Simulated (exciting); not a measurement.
# Se K-edge absorption of LuTlSe2, all-electron BSE

Aim: the Se K absorption edge of LuTlSe2 with the electron–hole interaction treated explicitly, and what each term of the kernel does.

Main program and level: exciting sodium; X-ray absorption, core-level Bethe-Salpeter equation, exchange and statically screened direct term, Tamm-Dancoff, all-electron LAPW+lo LDA.

This is a report of a sequence of runs, with most program output left out.

**1. The structure**

Symmetry: R-3m, No. 166, trigonal system. Conventional cell: a = 4.079 Å, b = 4.079 Å, c = 23.215 Å, α = 90.00°, β = 90.00°, γ = 120.00°. Nearest to Tl lie 6 Se at 3.31 Å. Lu has 6 Se at 2.82 Å nearest. Nearest to Se lie 3 Lu at 2.82 Å and 3 Tl at 3.31 Å. Farther neighbours and most contacts between anions are not listed.

Coordinates:

```cif
data_structure
_symmetry_space_group_name_H-M 'R-3m:H'
_symmetry_Int_Tables_number 166
_cell_length_a 4.0791
_cell_length_b 4.0791
_cell_length_c 23.2150
_cell_angle_alpha 90.000
_cell_angle_beta 90.000
_cell_angle_gamma 120.000
_cell_volume 334.52
loop_
_atom_site_label
_atom_site_type_symbol
_atom_site_symmetry_multiplicity
_atom_site_Wyckoff_symbol
_atom_site_fract_x
_atom_site_fract_y
_atom_site_fract_z
_atom_site_occupancy
Tl1 Tl 3 b 0.33333 0.66667 0.16667 1
Lu1 Lu 3 a 0.00000 0.00000 0.00000 1
Se1 Se 6 c 0.00000 0.00000 0.26687 1
```

Differences between curves are given as r.m.s. difference over r.m.s. height.

**2. The self-consistent potential**

The species files are the program's own, with muffin-tin radii set in the input.

Contents of input.xml:

```
<input>
  <title>LuTlSe2</title>
  <structure speciespath="." autormt="false" epslat="1.0e-5">
    <crystal>
      <basevect>3.8541833053 2.2252137689 14.6233092982</basevect>
      <basevect>-3.8541833053 2.2252137689 14.6233092982</basevect>
      <basevect>0.0000000000 -4.4504275376 14.6233092982</basevect>
    </crystal>
    <species speciesfile="Tl.xml" rmt="2.300">
      <atom coord="0.5000000000 0.5000000000 0.5000000000"/>
    </species>
    <species speciesfile="Lu.xml" rmt="2.300">
      <atom coord="0.0000000000 0.0000000000 0.0000000000"/>
    </species>
    <species speciesfile="Se.xml" rmt="2.300">
      <atom coord="0.2668681600 0.2668681600 0.2668681600"/>
      <atom coord="0.7331318400 0.7331318400 0.7331318400"/>
    </species>
  </structure>
  <groundstate do="fromscratch" xctype="LDA_PW" ngridk="3 3 3" rgkmax="7" gmaxvr="14" nempty="8" swidth="0.001" maxscl="100" epsengy="1e-5"/>
</input>
```

Command:

```console
OMP_NUM_THREADS=1 mpirun -n 4 exciting
```

The job ended after 81 s (4 MPI ranks of Intel Xeon at 2.70GHz, shared host).

The warnings file holds hints only, no warning.

The mesh shows a gap of 1.56 eV. Core levels (Dirac, from the valence top):

```
atom  level  energy (eV)
  Se  2s1/2      -1597.3
  Se  2p1/2      -1433.7
  Se  2p3/2      -1392.0
  Se  3s1/2       -205.9
  Se  3p1/2       -150.0
  Se  3p3/2       -144.1
```

**3. A richer basis for the empty states**

Each species file gets more local orbitals, built from u and its energy derivative at 0.15 Ha and u at 0.9 Ha.

input.xml is that of step 2.

Contents of SPECIES.xml, added lines:

```
<lo l="L">  <!-- L = 0, 1, 2, and 3 from Cs on -->
  <wf matchingOrder="0" trialEnergy="0.1500" searchE="false"/>
  <wf matchingOrder="1" trialEnergy="0.1500" searchE="false"/>
  <wf matchingOrder="0" trialEnergy="0.9000" searchE="false"/>
</lo>
```

Command:

```console
OMP_NUM_THREADS=1 mpirun -n 4 exciting
```

Run time: 84 s. Hardware: 4 MPI ranks.

Against the first ground state the total energy moves by -5 meV an atom and the gap by 0.00 eV.

**4. Screening, kernels and BSE for Se atom 3**

The absorber has 3 Lu at 2.82 Å and 3 Tl at 3.31 Å (distorted octahedral, site symmetry 3m).

input.xml, as its differences from that of step 3:

```diff
@@ -19,3 +19,20 @@
   </structure>
-  <groundstate do="fromscratch" xctype="LDA_PW" ngridk="3 3 3" rgkmax="7" gmaxvr="14" nempty="8" swidth="0.001" maxscl="100" epsengy="1e-5"/>
+  <groundstate do="skip" xctype="LDA_PW" ngridk="3 3 3" rgkmax="7" gmaxvr="14" nempty="8" swidth="0.001" maxscl="100" epsengy="1e-5"/>
+  <xs xstype="BSE" ngridk="3 3 3" ngridq="3 3 3" vkloff="0.097 0.273 0.493" rgkmax="7" nempty="47" gqmax="3" lmaxapwwf="5" lmaxemat="2" broad="0.04300" tevout="true">
+    <energywindow intv="457.987 459.604" points="439"/>
+    <screening screentype="full" nempty="75"/>
+    <BSE xas="true" xasspecies="3" xasatom="1" xasedge="K" bsetype="singlet" nstlxas="1 43"/>
+    <qpointset>
+      <qpoint>0 0 0</qpoint>
+    </qpointset>
+    <plan>
+      <doonly task="xsgeneigvec"/>
+      <doonly task="writepmatxs"/>
+      <doonly task="scrgeneigvec"/>
+      <doonly task="scrwritepmat"/>
+      <doonly task="screen"/>
+      <doonly task="scrcoulint"/>
+      <doonly task="exccoulint"/>
+    </plan>
+  </xs>
 </input>
```

Contents of input.xml for the last start (plan only):

```
  <plan>
    <doonly task="bse"/>
  </plan>
```

Command:

```console
OMP_NUM_THREADS=1 mpirun -n 4 exciting
OMP_NUM_THREADS=4 exciting
```

Elapsed: 28 min, on 4 MPI ranks.

Wall time by task: xsgeneigvec 17 s, writepmatxs 11 s, scrgeneigvec 7.6 s, scrwritepmat 9.4 s, screen 5.7 min, scrcoulint 7.4 min, exccoulint 14 min, bse 15 s.

The Se K spectrum of Se atom 3 (energy from the Kohn–Sham onset, core level to the lowest empty state found on the meshes used, 12474.31 eV; the shifted mesh sets it, since it comes nearer the band minimum than the ground-state mesh; Im ε scaled to the maximum of the singlet run; cut below the end of the band set):

```
E (eV)  isotropic  ε ⊥ c  ε ∥ c
  -9.0       0.02   0.02   0.03
  -8.5       0.03   0.03   0.03
  -8.0       0.03   0.03   0.03
  -7.5       0.03   0.03   0.03
  -7.0       0.03   0.03   0.04
  -6.5       0.04   0.04   0.04
  -6.0       0.04   0.04   0.05
  -5.5       0.05   0.05   0.05
  -5.0       0.05   0.05   0.06
  -4.5       0.06   0.06   0.07
  -4.0       0.07   0.07   0.08
  -3.5       0.09   0.08   0.10
  -3.0       0.10   0.10   0.12
  -2.5       0.13   0.12   0.16
  -2.0       0.17   0.15   0.21
  -1.5       0.22   0.19   0.29
  -1.0       0.31   0.26   0.41
  -0.5       0.42   0.36   0.55
   0.0       0.53   0.48   0.64
   0.5       0.61   0.58   0.67
   1.0       0.68   0.67   0.71
   1.5       0.75   0.75   0.76
   2.0       0.81   0.80   0.82
   2.5       0.85   0.83   0.89
   3.0       0.91   0.90   0.95
   3.5       0.99   0.99   0.97
   4.0       0.99   1.03   0.90
   4.5       0.90   0.96   0.79
   5.0       0.79   0.84   0.68
   5.5       0.69   0.74   0.59
   6.0       0.60   0.65   0.51
   6.5       0.53   0.58   0.44
   7.0       0.49   0.53   0.41
   7.5       0.47   0.50   0.42
   8.0       0.47   0.49   0.44
   8.5       0.47   0.48   0.46
   9.0       0.46   0.46   0.46
   9.5       0.45   0.44   0.46
  10.0       0.44   0.43   0.46
  10.5       0.43   0.43   0.45
  11.0       0.43   0.42   0.45
  11.5       0.43   0.42   0.45
  12.0       0.43   0.42   0.45
  12.5       0.43   0.42   0.45
  13.0       0.42   0.42   0.44
  13.5       0.41   0.41   0.43
  14.0       0.40   0.39   0.42
  14.5       0.40   0.39   0.43
  15.0       0.40   0.38   0.45
  15.5       0.40   0.37   0.46
  16.0       0.39   0.36   0.46
  16.5       0.40   0.37   0.45
  17.0       0.40   0.38   0.44
  17.5       0.40   0.39   0.43
  18.0       0.39   0.38   0.41
  18.5       0.37   0.36   0.38
  19.0       0.34   0.34   0.35
  19.5       0.32   0.33   0.32
```

Maxima (height): 3.8 eV (1.00).

The Hamiltonian has 2322 rows. The lowest groups of eigenvalues and the brightest ones, on the scale above. Core spinors bring spin-forbidden partners, so dark means forbidden by spin or by symmetry, and the shifted mesh splits states that symmetry would keep together:

```
energy (eV)  states within 10 meV  relative strength
     -0.410                     2               0.66
     -0.276                     2              0.072
     -0.152                     2               0.30
     -0.085                     2               0.33
     -0.070                     2               0.20
     -0.018                     2              0.094
      3.483                     2               0.99
      3.592                     2               0.50
      3.658                     2               1.00
      3.728                     2               0.40
      3.770                     2               0.48
      3.932                     2               0.52
```

**5. Independent particles**

input.xml, as its differences from that of step 4:

```diff
@@ -23,3 +23,3 @@
     <screening screentype="full" nempty="75"/>
-    <BSE xas="true" xasspecies="3" xasatom="1" xasedge="K" bsetype="singlet" nstlxas="1 43"/>
+    <BSE xas="true" xasspecies="3" xasatom="1" xasedge="K" bsetype="IP" nstlxas="1 43"/>
     <qpointset>
@@ -28,9 +28,3 @@
     <plan>
-      <doonly task="xsgeneigvec"/>
-      <doonly task="writepmatxs"/>
-      <doonly task="scrgeneigvec"/>
-      <doonly task="scrwritepmat"/>
-      <doonly task="screen"/>
-      <doonly task="scrcoulint"/>
-      <doonly task="exccoulint"/>
+      <doonly task="bse"/>
     </plan>
```

Command:

```console
OMP_NUM_THREADS=4 exciting
```

Run time: 6 s. Hardware: 4 threads.

Maxima (height): 5.5 eV (0.85) and 18.3 eV (0.52). Against the singlet run the r.m.s. difference is 36 %. Moving the earlier curve by +2.1 eV leaves 17 %. The highest maximum lies at 5.5 eV (0.85), against 3.8 eV (1.00).

**6. Exchange alone**

input.xml, as its differences from that of step 5:

```diff
@@ -23,3 +23,3 @@
     <screening screentype="full" nempty="75"/>
-    <BSE xas="true" xasspecies="3" xasatom="1" xasedge="K" bsetype="IP" nstlxas="1 43"/>
+    <BSE xas="true" xasspecies="3" xasatom="1" xasedge="K" bsetype="RPA" nstlxas="1 43"/>
     <qpointset>
```

Command:

```console
OMP_NUM_THREADS=4 exciting
```

Wall time 18 s (4 threads).

Maxima (height): 5.5 eV (0.85) and 18.3 eV (0.52). The spectrum is that of the independent-particle run within 1 %.

**7. Local-field cutoff**

Changed against the first singlet run: cutoff of the screened term (bohr⁻¹) from 3 to 4.

input.xml, as its differences from that of step 6:

```diff
@@ -20,6 +20,6 @@
   <groundstate do="skip" xctype="LDA_PW" ngridk="3 3 3" rgkmax="7" gmaxvr="14" nempty="8" swidth="0.001" maxscl="100" epsengy="1e-5"/>
-  <xs xstype="BSE" ngridk="3 3 3" ngridq="3 3 3" vkloff="0.097 0.273 0.493" rgkmax="7" nempty="47" gqmax="3" lmaxapwwf="5" lmaxemat="2" broad="0.04300" tevout="true">
+  <xs xstype="BSE" ngridk="3 3 3" ngridq="3 3 3" vkloff="0.097 0.273 0.493" rgkmax="7" nempty="47" gqmax="4" lmaxapwwf="5" lmaxemat="2" broad="0.04300" tevout="true">
     <energywindow intv="457.987 459.604" points="439"/>
     <screening screentype="full" nempty="75"/>
-    <BSE xas="true" xasspecies="3" xasatom="1" xasedge="K" bsetype="RPA" nstlxas="1 43"/>
+    <BSE xas="true" xasspecies="3" xasatom="1" xasedge="K" bsetype="singlet" nstlxas="1 43"/>
     <qpointset>
@@ -28,3 +28,5 @@
     <plan>
-      <doonly task="bse"/>
+      <doonly task="xsgeneigvec"/>
+      <doonly task="screen"/>
+      <doonly task="scrcoulint"/>
     </plan>
```

Contents of input.xml for the exchange start (cutoff and plan only):

```
  gqmax="3"
  <plan>
    <doonly task="exccoulint"/>
  </plan>
```

Contents of input.xml for the last start (plan only):

```
  <plan>
    <doonly task="bse"/>
  </plan>
```

Command:

```console
OMP_NUM_THREADS=1 mpirun -n 4 exciting
OMP_NUM_THREADS=1 mpirun -n 4 exciting
OMP_NUM_THREADS=4 exciting
```

Run time: 33 min. Hardware: 4 MPI ranks.

Against the singlet run the r.m.s. difference is 2 %. 

```
E (eV)  first run  this run
  -8.0       0.03      0.03
  -7.0       0.03      0.03
  -6.0       0.04      0.04
  -5.0       0.05      0.05
  -4.0       0.07      0.07
  -3.0       0.10      0.10
  -2.0       0.17      0.16
  -1.0       0.31      0.30
   0.0       0.53      0.52
   1.0       0.68      0.66
   2.0       0.81      0.78
   3.0       0.91      0.89
   4.0       0.99      0.98
   5.0       0.79      0.79
   6.0       0.60      0.60
   7.0       0.49      0.49
   8.0       0.47      0.47
   9.0       0.46      0.46
  10.0       0.44      0.44
  11.0       0.43      0.43
  12.0       0.43      0.43
  13.0       0.42      0.43
  14.0       0.40      0.40
  15.0       0.40      0.40
  16.0       0.39      0.40
  17.0       0.40      0.41
  18.0       0.39      0.40
  19.0       0.34      0.35
```

**8. Coarser mesh**

Changed against the first singlet run: k mesh from 3×3×3 to 2×2×2.

input.xml, as its differences from that of step 7:

```diff
@@ -20,3 +20,3 @@
   <groundstate do="skip" xctype="LDA_PW" ngridk="3 3 3" rgkmax="7" gmaxvr="14" nempty="8" swidth="0.001" maxscl="100" epsengy="1e-5"/>
-  <xs xstype="BSE" ngridk="3 3 3" ngridq="3 3 3" vkloff="0.097 0.273 0.493" rgkmax="7" nempty="47" gqmax="4" lmaxapwwf="5" lmaxemat="2" broad="0.04300" tevout="true">
+  <xs xstype="BSE" ngridk="2 2 2" ngridq="2 2 2" vkloff="0.097 0.273 0.493" rgkmax="7" nempty="47" gqmax="3" lmaxapwwf="5" lmaxemat="2" broad="0.04300" tevout="true">
     <energywindow intv="457.987 459.604" points="439"/>
@@ -29,4 +29,8 @@
       <doonly task="xsgeneigvec"/>
+      <doonly task="writepmatxs"/>
+      <doonly task="scrgeneigvec"/>
+      <doonly task="scrwritepmat"/>
       <doonly task="screen"/>
       <doonly task="scrcoulint"/>
+      <doonly task="exccoulint"/>
     </plan>
```

Contents of input.xml for the last start (plan only):

```
  <plan>
    <doonly task="bse"/>
  </plan>
```

Command:

```console
OMP_NUM_THREADS=1 mpirun -n 4 exciting
OMP_NUM_THREADS=4 exciting
```

Wall time 5.9 min (4 MPI ranks).

Wall time by task: xsgeneigvec 13 s, writepmatxs 8.8 s, scrgeneigvec 5.4 s, scrwritepmat 7.2 s, screen 48 s, scrcoulint 39 s, exccoulint 3.7 min, bse 3 s.

These settings are cheaper. The spectrum differs from the singlet run by 3 % r.m.s. The first bright state moves from -0.41 to -0.36 eV. The lowest bare transition of this run lies at 0.32 eV, against 0.00. A coarse mesh samples few band energies, and it inflates the long-range part of the attraction.

```
E (eV)  first run  this run
  -8.0       0.03      0.03
  -7.0       0.03      0.03
  -6.0       0.04      0.04
  -5.0       0.05      0.06
  -4.0       0.07      0.07
  -3.0       0.10      0.11
  -2.0       0.17      0.18
  -1.0       0.31      0.33
   0.0       0.53      0.55
   1.0       0.68      0.68
   2.0       0.81      0.80
   3.0       0.91      0.92
   4.0       0.99      1.00
   5.0       0.79      0.78
   6.0       0.60      0.60
   7.0       0.49      0.50
   8.0       0.47      0.47
   9.0       0.46      0.44
  10.0       0.44      0.42
  11.0       0.43      0.42
  12.0       0.43      0.45
  13.0       0.42      0.43
  14.0       0.40      0.42
  15.0       0.40      0.43
  16.0       0.39      0.41
  17.0       0.40      0.40
  18.0       0.39      0.37
  19.0       0.34      0.33
```

**9. The levels of theory side by side**

```
  level  curve passes 0.15 (eV)  highest maximum (eV)  its height
     IP                    -0.6                   5.5        0.85
    RPA                    -0.6                   5.5        0.85
singlet                    -2.1                   3.8        1.00
```

```
E (eV)    IP   RPA  singlet
  -8.0  0.02  0.02     0.03
  -7.0  0.02  0.02     0.03
  -6.0  0.03  0.03     0.04
  -5.0  0.03  0.03     0.05
  -4.0  0.04  0.04     0.07
  -3.0  0.06  0.06     0.10
  -2.0  0.08  0.08     0.17
  -1.0  0.13  0.13     0.31
   0.0  0.23  0.23     0.53
   1.0  0.35  0.35     0.68
   2.0  0.45  0.45     0.81
   3.0  0.50  0.50     0.91
   4.0  0.59  0.59     0.99
   5.0  0.81  0.81     0.79
   6.0  0.82  0.82     0.60
   7.0  0.66  0.66     0.49
   8.0  0.55  0.55     0.47
   9.0  0.52  0.52     0.46
  10.0  0.48  0.48     0.44
  11.0  0.47  0.47     0.43
  12.0  0.46  0.46     0.43
  13.0  0.47  0.47     0.42
  14.0  0.47  0.47     0.40
  15.0  0.48  0.48     0.40
  16.0  0.48  0.48     0.39
  17.0  0.48  0.48     0.40
  18.0  0.51  0.51     0.39
  19.0  0.50  0.50     0.34
```

**10. Outcome**

- absorber and edge: Se K, atom 3
- surroundings: 3 Lu at 2.82 Å and 3 Tl at 3.31 Å (distorted octahedral, site symmetry 3m)
- first bright state: -0.41 eV from the Kohn–Sham onset, on this mesh
- highest maximum: 3.8 eV
- cost of the BSE run: 28 min on 4 MPI ranks of Intel Xeon at 2.70GHz, shared host; the last task ran on as many threads

What this shows: Is a core exciton bound? Undecided on this mesh: the first bright state (over 5 % of the brightest) lies at -0.41 eV from the Kohn–Sham onset. Changing the cutoff of the screened term (bohr⁻¹) from 3 to 4 alters the spectrum by 2 % r.m.s. Exchange alone changes the independent-particle spectrum by 0.0 % r.m.s. Binding energies aren't converged on 27 k points, and fine structure above the first lines is partly noise of the mesh. Exchange and the short-range direct term aren't converged in the kernel cutoff. The zero comes from the shifted mesh, which comes near the band minimum without meeting it. The Kohn–Sham onset, 12474 eV, is no photon energy (tabulated edge of the element: 12658 eV): the scale needs a rigid shift. Bands and screening come from semilocal DFT, whose small gap overscreens. Vibrations and energy-dependent lifetimes are left out. The structure is a Materials Project entry, computed there, and may be a hypothetical form.

[Logs are printed without paths, hosts, clocks, repeated set-up lines and the standing remarks that a program may print on its own settings, such as how far it seeks lower states.]

[Hosts, paths, dates, database ids (printed as entryN), source tags and the programs' standing remarks are cut or masked in the printed files.]
